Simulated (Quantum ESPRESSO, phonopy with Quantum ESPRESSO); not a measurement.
# Grüneisen parameters and expansion of Al (Fm-3m)

Aim: how the vibrations of Al shift with volume, and the expansion that follows.

Measurements to reproduce:
- volume expansion coefficient 69 1e-6/K and heat capacity C_P per formula unit 24.2 J/mol/K near room temperature (given in “High-Throughput Prediction of Finite-Temperature Properties using the Quasi-Harmonic Approximation”, 2016, arXiv:1603.06924)

Program: Quantum ESPRESSO 7.5. Level of theory: DFT LDA, scalar-relativistic, plane waves, GBRV ultrasoft pseudopotentials. Results are calculated unless marked as measured.

Most raw output is cut from this account.

## (1) Set-up

It takes space group Fm-3m (No. 225, cubic). The conventional cell has a = 4.050 Å, b = 4.050 Å, c = 4.050 Å, α = 90.00°, β = 90.00°, γ = 90.00°. Al has 12 Al at 2.86 Å nearest.

## (2) A first coarse run

A cheap single point shows whether the cell is a metal or an insulator and how far it is from rest; that sets the k-mesh and the occupations of what follows.

Contents of probe.in:

```
&CONTROL
  calculation = 'scf'
  prefix      = 'x'
  outdir      = './tmp'
  pseudo_dir  = './pseudo'
  tprnfor     = .true.
  tstress     = .true.
  verbosity   = 'high'
/
&SYSTEM
  ibrav       = 0
  nat         = 1
  ntyp        = 1
  ecutwfc     = 40.0
  ecutrho     = 240.0
  occupations = 'smearing'
  smearing    = 'gaussian'
  degauss     = 0.01
/
&ELECTRONS
  conv_thr         = 1.0d-07
  mixing_beta      = 0.7
  electron_maxstep = 100
/
ATOMIC_SPECIES
 Al     26.9815  Al.upf
CELL_PARAMETERS angstrom
     0.000000000    2.024805000    2.024805000
     2.024805000    0.000000000    2.024805000
     2.024805000    2.024805000    0.000000000
ATOMIC_POSITIONS crystal
 Al     0.000000000   0.000000000   0.000000000
K_POINTS automatic
 8 8 8 0 0 0
```

Launch:

```console
> OMP_NUM_THREADS=1 mpirun -n 8 pw.x -nk 8 -in probe.in > probe.out
```

Wall time 1.4 s (8 MPI ranks of Intel Xeon Platinum 8488C (Sapphire Rapids), shared host); 9.9 s of CPU time.

This step gave:

- volume per atom: 16.60 Å³
- pressure: -3.760 GPa
- gap on the k-mesh: 0 eV

The start is under -3.8 GPa at this level and looks like a metal on this mesh.

## (3) Finding the static equilibrium

Phonons are second derivatives about a minimum, so cell and atoms are relaxed first, inside the symmetry of the start.

Contents of relax.in:

```
&CONTROL
  calculation   = 'vc-relax'
  prefix        = 'x'
  outdir        = './tmp'
  pseudo_dir    = './pseudo'
  tprnfor       = .true.
  tstress       = .true.
  forc_conv_thr = 2.0d-05
  etot_conv_thr = 1.0d-07
  nstep         = 40
/
&SYSTEM
  ibrav       = 0
  nat         = 1
  ntyp        = 1
  ecutwfc     = 40.0
  ecutrho     = 240.0
  occupations = 'smearing'
  smearing    = 'mv'
  degauss     = 0.02
/
&ELECTRONS
  conv_thr         = 1.0d-11
  mixing_beta      = 0.7
  electron_maxstep = 100
/
&IONS
/
&CELL
  press_conv_thr = 0.1
/
ATOMIC_SPECIES
 Al     26.9815  Al.upf
CELL_PARAMETERS angstrom
     0.000000000    2.024805000    2.024805000
     2.024805000    0.000000000    2.024805000
     2.024805000    2.024805000    0.000000000
ATOMIC_POSITIONS crystal
 Al     0.000000000   0.000000000   0.000000000
K_POINTS automatic
 16 16 16 0 0 0
```

Launch:

```console
> OMP_NUM_THREADS=1 mpirun -n 8 pw.x -nk 8 -in relax.in > relax.out
```

Run time: 4.2 s. Hardware: 8 MPI ranks; 32 s of CPU time.

Relaxation path:

```tsv
step	energy less that of the first step (eV)	largest force (eV/Å)	volume (Å³)
1	0.0000	0.0000	16.60
2	-0.0059	0.0000	16.29
3	-0.0097	0.0000	15.83
4	-0.0097	0.0000	15.80
5	-0.0097	0.0000	15.80
6	-0.0097	0.0000	15.80
```

```tsv
conventional cell, symmetrised	before	after	change
a (Å)	4.050	3.983	-1.6 %
b (Å)	4.050	3.983	-1.6 %
c (Å)	4.050	3.983	-1.6 %
volume (Å³/atom)	16.60	15.80	-4.8 %
```

The relaxed structure:

```
Al
1.0
     0.00000    1.99160    1.99160
     1.99160    0.00000    1.99160
     1.99160    1.99160    0.00000
Al
1
Direct
  0.00000 0.00000 0.00000
```

This step gave:

```
volume per atom : 15.80 Å³
pressure        : 0.005 GPa
```

After the last step pw.x solved the final cell once more on a basis chosen for it, which moves the energy without moving the atoms.

## (4) Self-consistent run

A tight ground state at this cell gives the energy of this member; its pressure is the stress at this cutoff, which can carry an offset from the finite basis.

Contents of scf.in:

```
&CONTROL
  calculation = 'scf'
  prefix      = 'x'
  outdir      = './tmp'
  pseudo_dir  = './pseudo'
  tprnfor     = .true.
  tstress     = .true.
/
&SYSTEM
  ibrav       = 0
  nat         = 1
  ntyp        = 1
  ecutwfc     = 40.0
  ecutrho     = 240.0
  occupations = 'smearing'
  smearing    = 'mv'
  degauss     = 0.02
/
&ELECTRONS
  conv_thr         = 1.0d-12
  mixing_beta      = 0.7
  electron_maxstep = 100
/
ATOMIC_SPECIES
 Al     26.9815  Al.upf
CELL_PARAMETERS angstrom
     0.000000000    1.991596251    1.991596251
     1.991596251    0.000000000    1.991596251
     1.991596251    1.991596251    0.000000000
ATOMIC_POSITIONS crystal
 Al     0.000000000   0.000000000   0.000000000
K_POINTS automatic
 16 16 16 0 0 0
```

Launch:

```console
> OMP_NUM_THREADS=1 mpirun -n 8 pw.x -nk 8 -in scf.in > scf.out
```

It took 1.9 s on 8 MPI ranks; 14 s of CPU time.

On a basis chosen for the relaxed cell the pressure is 0.005 GPa, small enough for phonons.

## (5) A displaced supercell

One atom (for the harmonic constants) or a pair of atoms (for the cubic ones) is moved by a few hundredths of an ångström; the forces on all atoms give a column of force constants. The threshold is tight because the forces are small.

System of this step: Al. The structure is orthorhombic, space group Imm2 (No. 44). The conventional cell has a = 8.450 Å, b = 11.950 Å, c = 8.450 Å, α = 90.00°, β = 90.00°, γ = 90.00°. Al has 12 Al at 2.80 to 2.84 Å nearest. Nearest to Al lie 12 Al at 2.80 to 2.82 Å. Nearest to Al lie 12 Al at 2.82 to 2.84 Å. Nearest to Al lie 12 Al at 2.81 to 2.82 Å. Nearest to Al lie 12 Al at 2.82 Å. Nearest to Al lie 12 Al at 2.82 to 2.83 Å.

Contents of disp-00001.in:

```
&CONTROL
  calculation = 'scf'
  prefix      = 'x'
  outdir      = './tmp'
  pseudo_dir  = './pseudo'
  tprnfor     = .true.
  disk_io     = 'none'
/
&SYSTEM
  ibrav       = 0
  nat         = 27
  ntyp        = 1
  ecutwfc     = 40.0
  ecutrho     = 240.0
  occupations = 'smearing'
  smearing    = 'mv'
  degauss     = 0.02
/
&ELECTRONS
  conv_thr         = 1.0d-11
  mixing_beta      = 0.7
  electron_maxstep = 100
/
ATOMIC_SPECIES
 Al     26.9815  Al.upf
CELL_PARAMETERS angstrom
     0.000000000    5.974788753    5.974788753
     5.974788753    0.000000000    5.974788753
     5.974788753    5.974788753    0.000000000
ATOMIC_POSITIONS crystal
 Al     0.002366968   0.000000000   0.000000000
 Al     0.333333333   0.000000000   0.000000000
 Al     0.666666667   0.000000000   0.000000000
 Al     0.000000000   0.333333333   0.000000000
 Al     0.333333333   0.333333333   0.000000000
 Al     0.666666667   0.333333333   0.000000000
 Al     0.000000000   0.666666667   0.000000000
 Al     0.333333333   0.666666667   0.000000000
[... 15 atom lines left out ...]
 Al     0.666666667   0.333333333   0.666666667
 Al     0.000000000   0.666666667   0.666666667
 Al     0.333333333   0.666666667   0.666666667
 Al     0.666666667   0.666666667   0.666666667
K_POINTS automatic
 5 5 5 0 0 0
```

Launch:

```console
> OMP_NUM_THREADS=1 mpirun -n 8 pw.x -nk 8 -in disp-00001.in > disp-00001.out
```

The job ended after 1.8 min (8 MPI ranks; 14 min of CPU time).

Force (size) by element, in eV/Å:

```tsv
element	atoms	mean	spread (r.m.s.)	least	largest
Al	27	0.0106	0.0193	0.0003	0.0996
```

The atoms with the largest values:

```tsv
atom	x, y, z (Å)	force (eV/Å)
Al1	0.00, 0.01, 0.01	0.0000, -0.0704, -0.0704
Al2	0.00, 1.99, 1.99	0.0000, 0.0206, 0.0206
Al3	0.00, 3.98, 3.98	0.0000, 0.0189, 0.0189
Al4	1.99, 0.00, 1.99	0.0105, -0.0021, 0.0095
Al8	3.98, 1.99, 5.97	-0.0105, 0.0095, -0.0021
Al10	1.99, 1.99, 0.00	0.0105, 0.0095, -0.0021
Al20	3.98, 5.97, 1.99	-0.0105, -0.0021, 0.0095
Al7	3.98, 0.00, 3.98	0.0101, -0.0020, 0.0093
```

## (6) Lattice dynamics at this volume, V/V0 1

This step: DFT LDA, scalar-relativistic, plane waves, GBRV ultrasoft pseudopotentials (phonopy with Quantum ESPRESSO 4.10.0 / 7.5).

It took 1.8 min on 8 threads; 14 min of CPU time.

This step gave:

- highest frequency: 336.6 cm⁻¹
- Debye temperature from the second moment: 416 K
- lowest frequency on the path: 0 cm⁻¹
- zero-point energy: 0.03982 eV/cell
- Γ frequencies: 0, 0, 0 cm⁻¹ (negative: imaginary)

Phonopy, no LO-TO term. Phonon branches along the path, in cm⁻¹:

```tsv
point	branch 1	branch 2	branch 3
Γ	0	0	0
halfway	137	137	242
X	198	198	323
halfway	197	218	316
U	192	258	296
jump to K	192	258	296
halfway	124	164	256
Γ	0	0	0
halfway	108	108	236
L	159	159	337
halfway	180	222	312
W	220	272	272
halfway	209	223	310
X	198	198	323
```

Harmonic. Thermo, by row:

```tsv
T (K)	F_vib (meV/atom)	S (J/mol-atom/K)	C_V (J/mol-atom/K)
0	39.82	0	0
50	39.67	1.176	3.501
100	37.81	6.431	12.34
150	32.88	12.55	17.62
200	24.92	18.03	20.34
250	14.32	22.75	21.83
300	1.46	26.81	22.71
350	-13.38	30.36	23.27
400	-29.94	33.49	23.65
450	-48.03	36.29	23.91
500	-67.5	38.82	24.1
550	-88.23	41.13	24.24
600	-110.1	43.24	24.35
650	-133	45.19	24.44
700	-156.9	47.01	24.51
750	-181.7	48.7	24.56
800	-207.4	50.29	24.61
850	-233.8	51.78	24.64
900	-261	53.19	24.68
950	-288.9	54.52	24.7
1000	-317.5	55.79	24.73
```

Phonopy on the run's constants, 21x21x21 mesh, Gaussian sigma 2.6 cm⁻¹. The modes, Al by wavenumber; read off at these points:

```tsv
wavenumber (cm⁻¹)	modes, Al (1/cm⁻¹/cell)
-10.0	0
0.0	4.7e-5
10.0	0
20.0	2.0e-4
30.0	2.6e-4
40.0	5.4e-4
50.0	6.7e-4
60.0	0.00123
70.0	0.00181
80.0	0.00229
90.0	0.00264
100.0	0.00444
110.0	0.00384
120.0	0.00696
130.0	0.00645
140.0	0.00855
150.0	0.0116
160.0	0.0182
170.0	0.0204
180.0	0.0198
185.5	0.0254
190.0	0.0214
200.0	0.0216
210.0	0.0122
220.0	0.0119
230.0	0.00847
236.1	0.0106
240.0	0.00964
250.0	0.00820
260.0	0.00731
270.0	0.00579
280.0	0.00800
290.0	0.0173
298.2	0.0252
300.0	0.0246
310.0	0.0160
320.0	0.00846
330.0	0.00336
340.0	1.4e-4
350.0	0
```

No mode is imaginary beyond numerical noise along the path.

The time given is that of the one pw.x run on a displaced cell behind this step.

## (7) Self-consistent run, V/V0 1.015

This step: DFT LDA, scalar-relativistic, plane waves, GBRV ultrasoft pseudopotentials (Quantum ESPRESSO 7.5).

System of this step: Al. Symmetry: Fm-3m, No. 225, cubic system. Conventional cell: a = 4.003 Å, b = 4.003 Å, c = 4.003 Å, α = 90.00°, β = 90.00°, γ = 90.00°. Al has 12 Al at 2.83 Å nearest.

Edit scf.in of step 4 so:

```diff
@@ -26,5 +26,5 @@
 CELL_PARAMETERS angstrom
-     0.000000000    1.991596251    1.991596251
-     1.991596251    0.000000000    1.991596251
-     1.991596251    1.991596251    0.000000000
+     0.000000000    2.001504853    2.001504853
+     2.001504853    0.000000000    2.001504853
+     2.001504853    2.001504853    0.000000000
 ATOMIC_POSITIONS crystal
```

Launch:

```console
> OMP_NUM_THREADS=1 mpirun -n 8 pw.x -nk 8 -in scf.in > scf.out
```

The job ended after 1.9 s (8 MPI ranks; 14 s of CPU time).

The run ends at a pressure of -1.21 GPa.

## (8) Forces on a displaced cell

System of this step: Al. It takes space group Imm2 (No. 44, orthorhombic). The conventional cell has a = 8.492 Å, b = 12.009 Å, c = 8.492 Å, α = 90.00°, β = 90.00°, γ = 90.00°. Nearest to Al lie 12 Al at 2.81 to 2.85 Å. Al has 12 Al at 2.81 to 2.83 Å nearest. Nearest to Al lie 12 Al at 2.83 to 2.85 Å. Nearest to Al lie 12 Al at 2.82 to 2.83 Å. Al has 12 Al at 2.83 Å nearest. Nearest to Al lie 12 Al at 2.83 to 2.84 Å.

Edit disp-00001.in of step 5 so:

```diff
@@ -26,7 +26,7 @@
 CELL_PARAMETERS angstrom
-     0.000000000    5.974788753    5.974788753
-     5.974788753    0.000000000    5.974788753
-     5.974788753    5.974788753    0.000000000
+     0.000000000    6.004514559    6.004514559
+     6.004514559    0.000000000    6.004514559
+     6.004514559    6.004514559    0.000000000
 ATOMIC_POSITIONS crystal
- Al     0.002366968   0.000000000   0.000000000
+ Al     0.002355250   0.000000000   0.000000000
  Al     0.333333333   0.000000000   0.000000000
```

Launch:

```console
> OMP_NUM_THREADS=1 mpirun -n 8 pw.x -nk 8 -in disp-00001.in > disp-00001.out
```

Elapsed: 1.9 min, on 8 MPI ranks.

## (9) Phonons, V/V0 1.015

This step: DFT LDA, scalar-relativistic, plane waves, GBRV ultrasoft pseudopotentials (phonopy with Quantum ESPRESSO 4.10.0 / 7.5).

The job ended after 1.9 min (8 threads; 15 min of CPU time).

Phonopy, no LO-TO term. Phonon branches along the path, in cm⁻¹:

```tsv
point	branch 1	branch 2	branch 3
Γ	0	0	0
halfway	132	132	235
X	191	191	313
halfway	190	210	307
U	185	250	287
jump to K	185	250	287
halfway	120	158	249
Γ	0	0	0
halfway	104	104	229
L	154	154	327
halfway	175	216	303
W	213	263	263
halfway	202	216	300
X	191	191	313
```

No mode is imaginary beyond numerical noise along the path.

The time given is that of the one pw.x run on a displaced cell behind this step.

## (10) Ground state at this cell, V/V0 0.985

This step: DFT LDA, scalar-relativistic, plane waves, GBRV ultrasoft pseudopotentials (Quantum ESPRESSO 7.5).

System of this step: Al. The structure is cubic, space group Fm-3m (No. 225). The conventional cell has a = 3.963 Å, b = 3.963 Å, c = 3.963 Å, α = 90.00°, β = 90.00°, γ = 90.00°. Nearest to Al lie 12 Al at 2.80 Å.

Edit scf.in of step 7 so:

```diff
@@ -26,5 +26,5 @@
 CELL_PARAMETERS angstrom
-     0.000000000    2.001504853    2.001504853
-     2.001504853    0.000000000    2.001504853
-     2.001504853    2.001504853    0.000000000
+     0.000000000    1.981588061    1.981588061
+     1.981588061    0.000000000    1.981588061
+     1.981588061    1.981588061    0.000000000
 ATOMIC_POSITIONS crystal
```

Launch:

```console
> OMP_NUM_THREADS=1 mpirun -n 8 pw.x -nk 8 -in scf.in > scf.out
```

Elapsed: 2 s, on 8 MPI ranks.

The run ends at a pressure of 1.32 GPa.

## (11) A displaced supercell

System of this step: Al. Symmetry: Imm2, No. 44, orthorhombic system. Conventional cell: a = 8.407 Å, b = 11.890 Å, c = 8.407 Å, α = 90.00°, β = 90.00°, γ = 90.00°. Nearest to Al lie 12 Al at 2.78 to 2.82 Å. Nearest to Al lie 12 Al at 2.78 to 2.80 Å. Nearest to Al lie 12 Al at 2.80 to 2.82 Å. Nearest to Al lie 12 Al at 2.79 to 2.80 Å. Nearest to Al lie 12 Al at 2.80 Å. Nearest to Al lie 12 Al at 2.80 to 2.81 Å.

Edit disp-00001.in of step 8 so:

```diff
@@ -26,7 +26,7 @@
 CELL_PARAMETERS angstrom
-     0.000000000    6.004514559    6.004514559
-     6.004514559    0.000000000    6.004514559
-     6.004514559    6.004514559    0.000000000
+     0.000000000    5.944764182    5.944764182
+     5.944764182    0.000000000    5.944764182
+     5.944764182    5.944764182    0.000000000
 ATOMIC_POSITIONS crystal
- Al     0.002355250   0.000000000   0.000000000
+ Al     0.002378923   0.000000000   0.000000000
  Al     0.333333333   0.000000000   0.000000000
```

Launch:

```console
> OMP_NUM_THREADS=1 mpirun -n 8 pw.x -nk 8 -in disp-00001.in > disp-00001.out
```

It took 74 s on 8 MPI ranks; 9.8 min of CPU time.

## (12) Lattice dynamics at this volume, V/V0 0.985

This step: DFT LDA, scalar-relativistic, plane waves, GBRV ultrasoft pseudopotentials (phonopy with Quantum ESPRESSO 4.10.0 / 7.5).

Wall time 74 s (8 threads); 9.8 min of CPU time.

No mode is imaginary beyond numerical noise along the path.

The time given is that of the one pw.x run on a displaced cell behind this step.

## (13) Ground state at this cell, V/V0 1.03

This step: DFT LDA, scalar-relativistic, plane waves, GBRV ultrasoft pseudopotentials (Quantum ESPRESSO 7.5).

System of this step: Al. Symmetry: Fm-3m, No. 225, cubic system. Conventional cell: a = 4.023 Å, b = 4.023 Å, c = 4.023 Å, α = 90.00°, β = 90.00°, γ = 90.00°. Al has 12 Al at 2.84 Å nearest.

Edit scf.in of step 10 so:

```diff
@@ -26,5 +26,5 @@
 CELL_PARAMETERS angstrom
-     0.000000000    1.981588061    1.981588061
-     1.981588061    0.000000000    1.981588061
-     1.981588061    1.981588061    0.000000000
+     0.000000000    2.011316308    2.011316308
+     2.011316308    0.000000000    2.011316308
+     2.011316308    2.011316308    0.000000000
 ATOMIC_POSITIONS crystal
```

Launch:

```console
> OMP_NUM_THREADS=1 mpirun -n 8 pw.x -nk 8 -in scf.in > scf.out
```

Elapsed: 1.9 s, on 8 MPI ranks.

The run ends at a pressure of -2.32 GPa.

## (14) A displaced supercell

System of this step: Al. The structure is orthorhombic, space group Imm2 (No. 44). Conventional cell: a = 8.533 Å, b = 12.068 Å, c = 8.533 Å, α = 90.00°, β = 90.00°, γ = 90.00°. Al has 12 Al at 2.82 to 2.86 Å nearest. Al has 12 Al at 2.82 to 2.84 Å nearest. Al has 12 Al at 2.84 to 2.86 Å nearest. Nearest to Al lie 12 Al at 2.83 to 2.84 Å. Al has 12 Al at 2.84 Å nearest. Nearest to Al lie 12 Al at 2.84 to 2.85 Å.

Edit disp-00001.in of step 11 so:

```diff
@@ -26,7 +26,7 @@
 CELL_PARAMETERS angstrom
-     0.000000000    5.944764182    5.944764182
-     5.944764182    0.000000000    5.944764182
-     5.944764182    5.944764182    0.000000000
+     0.000000000    6.033948925    6.033948925
+     6.033948925    0.000000000    6.033948925
+     6.033948925    6.033948925    0.000000000
 ATOMIC_POSITIONS crystal
- Al     0.002378923   0.000000000   0.000000000
+ Al     0.002343761   0.000000000   0.000000000
  Al     0.333333333   0.000000000   0.000000000
```

Launch:

```console
> OMP_NUM_THREADS=1 mpirun -n 8 pw.x -nk 8 -in disp-00001.in > disp-00001.out
```

Run time: 2 min. Hardware: 8 MPI ranks.

## (15) Lattice dynamics at this volume, V/V0 1.03

This step: DFT LDA, scalar-relativistic, plane waves, GBRV ultrasoft pseudopotentials (phonopy with Quantum ESPRESSO 4.10.0 / 7.5).

Wall time 2 min (8 threads).

Phonopy, no LO-TO term. Phonon branches along the path, in cm⁻¹:

```tsv
point	branch 1	branch 2	branch 3
Γ	0	0	0
halfway	127	127	228
X	183	183	304
halfway	183	203	297
U	179	242	278
jump to K	179	242	278
halfway	116	153	241
Γ	0	0	0
halfway	101	101	222
L	150	150	318
halfway	170	209	294
W	206	255	255
halfway	195	208	291
X	183	183	304
```

No mode is imaginary beyond numerical noise along the path.

The time given is that of the one pw.x run on a displaced cell behind this step.

## (16) Self-consistent run, V/V0 0.97

This step: DFT LDA, scalar-relativistic, plane waves, GBRV ultrasoft pseudopotentials (Quantum ESPRESSO 7.5).

System of this step: Al. Symmetry: Fm-3m, No. 225, cubic system. The conventional cell has a = 3.943 Å, b = 3.943 Å, c = 3.943 Å, α = 90.00°, β = 90.00°, γ = 90.00°. Nearest to Al lie 12 Al at 2.79 Å.

Edit scf.in of step 13 so:

```diff
@@ -26,5 +26,5 @@
 CELL_PARAMETERS angstrom
-     0.000000000    2.011316308    2.011316308
-     2.011316308    0.000000000    2.011316308
-     2.011316308    2.011316308    0.000000000
+     0.000000000    1.971477742    1.971477742
+     1.971477742    0.000000000    1.971477742
+     1.971477742    1.971477742    0.000000000
 ATOMIC_POSITIONS crystal
```

Launch:

```console
> OMP_NUM_THREADS=1 mpirun -n 8 pw.x -nk 8 -in scf.in > scf.out
```

Wall time 1.9 s (8 MPI ranks).

The run ends at a pressure of 2.76 GPa.

## (17) Forces on a displaced cell

System of this step: Al. The structure is orthorhombic, space group Imm2 (No. 44). Conventional cell: a = 8.364 Å, b = 11.829 Å, c = 8.364 Å, α = 90.00°, β = 90.00°, γ = 90.00°. Nearest to Al lie 12 Al at 2.77 to 2.81 Å. Al has 12 Al at 2.77 to 2.79 Å nearest. Al has 12 Al at 2.79 to 2.81 Å nearest. Al has 12 Al at 2.78 to 2.79 Å nearest. Nearest to Al lie 12 Al at 2.79 Å. Nearest to Al lie 12 Al at 2.79 to 2.80 Å.

Edit disp-00001.in of step 14 so:

```diff
@@ -26,7 +26,7 @@
 CELL_PARAMETERS angstrom
-     0.000000000    6.033948925    6.033948925
-     6.033948925    0.000000000    6.033948925
-     6.033948925    6.033948925    0.000000000
+     0.000000000    5.914433225    5.914433225
+     5.914433225    0.000000000    5.914433225
+     5.914433225    5.914433225    0.000000000
 ATOMIC_POSITIONS crystal
- Al     0.002343761   0.000000000   0.000000000
+ Al     0.002391123   0.000000000   0.000000000
  Al     0.333333333   0.000000000   0.000000000
```

Launch:

```console
> OMP_NUM_THREADS=1 mpirun -n 8 pw.x -nk 8 -in disp-00001.in > disp-00001.out
```

The job ended after 69 s (8 MPI ranks).

## (18) Lattice dynamics at this volume, V/V0 0.97

This step: DFT LDA, scalar-relativistic, plane waves, GBRV ultrasoft pseudopotentials (phonopy with Quantum ESPRESSO 4.10.0 / 7.5).

Elapsed: 69 s, on 8 threads; 9.2 min of CPU time.

No mode is imaginary beyond numerical noise along the path.

The time given is that of the one pw.x run on a displaced cell behind this step.

[end of part 1 of 2]

[Logs are printed without paths, hosts, clocks, repeated set-up lines and the standing remarks that a program may print on its own settings, such as how far it seeks lower states.]

[Hosts, paths, dates, database ids (printed as entryN), source tags and the programs' standing remarks are cut or masked in the printed files.]

[A step with changed settings may run another functional than the one named; its input shows which.]

[Of the runs on displaced cells, only some may be shown.]
